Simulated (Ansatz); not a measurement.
# Zn3SbN3 (Cm): G0W0 under other settings, part 2 of 2

A base run on Zn3SbN3 (Cm), then changed inputs.

Ansatz 0.2.0; G0W0 on PBE, plane waves, PAW; PAW set soft_1. Known limits of the many-body steps: not at the basis limit; d shell near the gap, gap tends to lie low; no spin-orbit coupling.

So far. Step 2 (The base run: 4×4×4 mesh, 373 empty bands, screening to …): The gap on the mesh goes from 1.43 eV to 2.13 eV, a correction of +0.70 eV. Between the two edge states, bare exchange in place of the xc potential would open the gap by 7.02 eV, and correlation takes back 6.32 eV.

## 4. Variant: wider window of levels

Input file input.yaml:

```yaml
crystal:
  lattice:
    - [3.3938895471, -3.283248115, 0.0]
    - [3.3938895471, 3.283248115, 0.0]
    - [-3.2155964401, 0.0, 4.5561292986]
  atoms:
    - { symbol: Zn, position: [0.64265811, 0.64265811, 0.11808447] }
    - { symbol: Zn, position: [0.75601403, 0.31486041, 0.51982585] }
    - { symbol: Zn, position: [0.31486041, 0.75601403, 0.51982585] }
    - { symbol: Sb, position: [0.06050886, 0.06050886, 0.00241463] }
    - { symbol: "N", position: [0.41103526, 0.94206134, 0.29988336] }
    - { symbol: "N", position: [0.94206134, 0.41103526, 0.29988336] }
    - { symbol: "N", position: [0.698722, 0.698722, 0.81219049] }
kpoints:
  mp_grid: { grid: [4, 4, 4] }
hamiltonian:
  xc: pbe
  pseudopotentials: { kind: paw, azcp: { folder: soft_1 } }
scf:
  occupations: { method: fixed }
gw:
  n_empty_bands: 230
  ecut_chi: 100
  qp_bands: [v8, c4]
  qp_kpoints: [[0, 0, 0]]
  screening: { model: contour_deformation }
```

On the command line:

```bash
$ ansatz run input.yaml --threads 2 --pin off --max-ram 92160MiB --backend cuda --events-out ev --progress --plain --runs-dir out --devices 1 --max-vram 13GiB
```

Numbers of over 12 decimals in the logs are rounded to 6 here.

What it wrote:

```text
GPUs: using 1 of 1 available (devices: 1).
[...]
GPU FFT provider: cuFFT
GPU libraries: cuBLAS 13.8.2, cuFFT 12.4.0, cuSOLVER 12.3.4
Crystal: 7 atoms, lattice volume = 101.538 Å³
Basis set: ecut = 420 eV, 1987 PW (Γ)
Bands: 40, of which v1, the nominal top of the filled ones, is band 33 counted from 1 (32 counted from 0)
Symmetry: 2 space group operations
[...]
k-points: 24 of 64 (time reversal used)
[...]
GPU buffer pool allocated for 40960 grid points (all kernels)
[...]
SCF iter   1: F=—  HF=-17594.624425 eV  |F-HF|=—  |Δ(HF+E_count)|=         —  Δρ=7.68e-2  dr2=7.41e0  ethr=3.10e-3  ⟨swp⟩=4.9  Hψ=3781  notcnv=0  defer=117
[...]
SCF iter  12: F=-17592.767496 eV  HF=-17592.767496 eV  |F-HF|=9.56e-9  |Δ(HF+E_count)|=   6.20e-9  Δρ=4.59e-6  dr2=1.83e-8  ethr=1.52e-10  ⟨swp⟩=9.4  Hψ=4252  notcnv=0
SCF 1 converged in 12 iterations: F = -17592.767496 eV  dr2 = 1.83e-8
[...]
G₀W₀ screening: q 1/24
[... further progress lines ...]
[...]
SCF converged after 12 iterations
Free energy (F): -17592.767496 eV
[...]
Internal energy: -17592.767496 eV  (E = F + TS)
E sigma→0 (E₀):  -17592.767496 eV
Fermi energy:    8.560593 eV
[...]
--- Band table (eV; the first three rows and the last of 24) ---
  k-point 0: bands = [... 29 lower, 5.9511, 7.2895, 7.6413, 7.9778, 10.8624, 11.8003, 12.5909, 12.9973, ... 3 higher]
  k-point 1: bands = [... 29 lower, 6.4645, 7.3551, 7.6157, 8.3549, 9.9926, 11.9221, 12.2162, 13.1084, ... 3 higher]
  k-point 2: bands = [... 29 lower, 7.0056, 7.1857, 7.3892, 8.2869, 10.3845, 11.2203, 11.4816, 13.4601, ... 3 higher]
  k-point 23: bands = [... 29 lower, 7.2666, 7.4235, 7.9664, 8.4089, 11.7638, 12.5638, 13.1683, 13.3229, ... 3 higher]
[...]
0    26      4.7484   -25.4545     4.7575   -20.0666  0.6940     4.1114     4.1180  root
     0    27      5.1626   -27.5088     4.6531   -22.0466  0.7121     4.3342     4.3535  root
     0    28      5.2281   -24.9370     4.3758   -19.9162  0.7098     4.5694     4.5832  root
     0    29      5.2968   -26.4866     4.7955   -21.0274  0.6881     4.6251     4.6331  root
     0    30      5.9511   -21.9995     4.1142   -17.4244  0.6923     5.4820     5.4903  root
     0    31      7.2895   -22.8829     3.4610   -18.8781  0.7328     6.7378     6.7456  root
     0    32      7.6413   -25.2702     3.8500   -20.9073  0.7316     7.1222     7.1284  root
     0    33      7.9778   -25.3477     3.6399   -21.1778  0.7381     7.4417     7.4479  root
     0    34     10.8624   -10.7158    -3.5313   -14.5119  0.7808    11.1283    11.1272  root
     0    35     11.8003   -13.2262    -3.3439   -16.9492  0.7616    12.1822    12.1794  root
     0    36     12.5909   -10.6130    -4.1656   -15.2674  0.7454    13.0868    13.0796  root
     0    37     12.9973    -9.4471    -4.1604   -13.9448  0.7544    13.3371    13.3346  root
```

The job ended after 28 s (1 × NVIDIA H100 80GB HBM3 (shared by 6 runs) with 2 threads of AMD EPYC 7R13 (Zen 3), shared host; peak memory 1.4 GiB; 39 s of CPU time).

Absolute levels on the run's own zero. QP, by row:

| k index | band | KS (eV) | Sigma_x (eV) | Sigma_c (eV) | Vxc (eV) | Z | QP linearised (eV) | QP (eV) | source | doubts |
| --- | --- | --- | --- | --- | --- | --- | --- | --- | --- | --- |
| 0 | 26 | 4.748 | -25.45 | 4.758 | -20.07 | 0.694 | 4.111 | 4.118 | root |  |
| 0 | 27 | 5.163 | -27.51 | 4.653 | -22.05 | 0.7121 | 4.334 | 4.354 | root |  |
| 0 | 28 | 5.228 | -24.94 | 4.376 | -19.92 | 0.7098 | 4.569 | 4.583 | root |  |
| 0 | 29 | 5.297 | -26.49 | 4.795 | -21.03 | 0.6881 | 4.625 | 4.633 | root |  |
| 0 | 30 | 5.951 | -22 | 4.114 | -17.42 | 0.6923 | 5.482 | 5.49 | root |  |
| 0 | 31 | 7.29 | -22.88 | 3.461 | -18.88 | 0.7328 | 6.738 | 6.746 | root |  |
| 0 | 32 | 7.641 | -25.27 | 3.85 | -20.91 | 0.7316 | 7.122 | 7.128 | root |  |
| 0 | 33 | 7.978 | -25.35 | 3.64 | -21.18 | 0.7381 | 7.442 | 7.448 | root |  |
| 0 | 34 | 10.86 | -10.72 | -3.531 | -14.51 | 0.7808 | 11.13 | 11.13 | root |  |
| 0 | 35 | 11.8 | -13.23 | -3.344 | -16.95 | 0.7616 | 12.18 | 12.18 | root |  |
| 0 | 36 | 12.59 | -10.61 | -4.166 | -15.27 | 0.7454 | 13.09 | 13.08 | root |  |
| 0 | 37 | 13 | -9.447 | -4.16 | -13.94 | 0.7544 | 13.34 | 13.33 | root |  |

Against the base:

| setting | base | variant |
| --- | --- | --- |
| empty bands | 373 | 230 |
| screening cutoff (eV) | 138 | 100 |
| levels asked | v2 to c2 | v8 to c4 |
| points asked | band edges | [[0, 0, 0]] |

## 5. What came out

```
base                                 : 2.13 eV, 70 s
all filled levels at the zone centre : direct gap at the listed points 3.68 eV, 63 s
wider window of levels               : direct gap at the listed points 3.68 eV, 28 s
```

What this shows: All filled levels at the zone centre: only the listed points were computed; the least direct gap there is 3.68 eV, with empty bands, screening cutoff, levels asked and points asked changed against the base. Wider window of levels: only the listed points were computed; the least direct gap there is 3.68 eV, with empty bands, screening cutoff, levels asked and points asked changed against the base. All runs here use a coarse mesh and modest cutoffs; they test settings and are not final values. A d shell, filled or nearly so, lies near the gap. One-shot GW converges very slowly in bands there, not always from below, and on a semilocal start the gap tends to come out low; starts rich in exact exchange can overshoot instead. The many-body steps are scalar-relativistic: spin-orbit coupling is not in them.

[Paths, hosts, dates, memory and timing lines, banners, echoed tables and standing remarks are left out of the program output.]

[Logs are printed without paths, hosts, clocks, repeated set-up lines and the standing remarks that a program may print on its own settings, such as how far it seeks lower states.]

[Runs of the session that timed out or met a known fault of the program may be left out.]

[Cells called generated may have been cut or substituted from an entry of the Crystallography Open Database or the Materials Project.]

[Hosts, paths, dates, database ids (printed as entryN), source tags and the programs' standing remarks are cut or masked in the printed files.]
